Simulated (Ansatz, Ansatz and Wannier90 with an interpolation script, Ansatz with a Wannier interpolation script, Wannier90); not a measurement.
An input for Ansatz 0.2.0 (Diamond (R-3m, 2 atoms a cell)):

```yaml
crystal:
  lattice:
    - [-1.27364335, -0.7353383293, 2.0574043668]
    - [1.27364335, -0.7353383293, 2.0574043668]
    - [0.0, 1.4706766636, 2.057404365]
  atoms:
    - { symbol: C, position: [0.4999431452, 0.4999431452, 0.4999431452] }
    - { symbol: C, position: [0.7500568548, 0.7500568548, 0.7500568548] }
kpoints:
  mp_grid: { grid: [8, 8, 8] }
hamiltonian:
  xc: lda
scf:
  occupations: { method: fixed }
gw:
  n_empty_bands: 48
  ecut_chi: 150.0
  qp_bands: [v4, c3]
  screening: { model: contour_deformation }
```

```sh
ansatz run input.yaml --threads 8 --pin off --max-ram 18432MiB --backend cpu --events-out ev --progress --plain --runs-dir out
```

How long will it take on 8 threads of Arm Neoverse V1, shared host, and how much memory?

It took 51 s; on shared hardware allow 26 s to 1.7 min. Peak host memory was 0.31 GiB. The sizes that set the cost: 241 plane waves a state, 65 irreducible k points, 52 bands summed, 59 plane waves in the screening and 6 SCF cycles.

The screening grows as filled bands × empty bands × pairs of k points, times the square of the screening basis for the matrix.

[Paths, hosts, dates, memory and timing lines, banners, echoed tables and standing remarks are left out of the program output.]

[Logs are printed without paths, hosts, clocks, repeated set-up lines and the standing remarks that a program may print on its own settings, such as how far it seeks lower states.]

[Runs of the session that timed out or met a known fault of the program may be left out.]

[Hosts, paths, dates, database ids (printed as entryN), source tags and the programs' standing remarks are cut or masked in the printed files.]
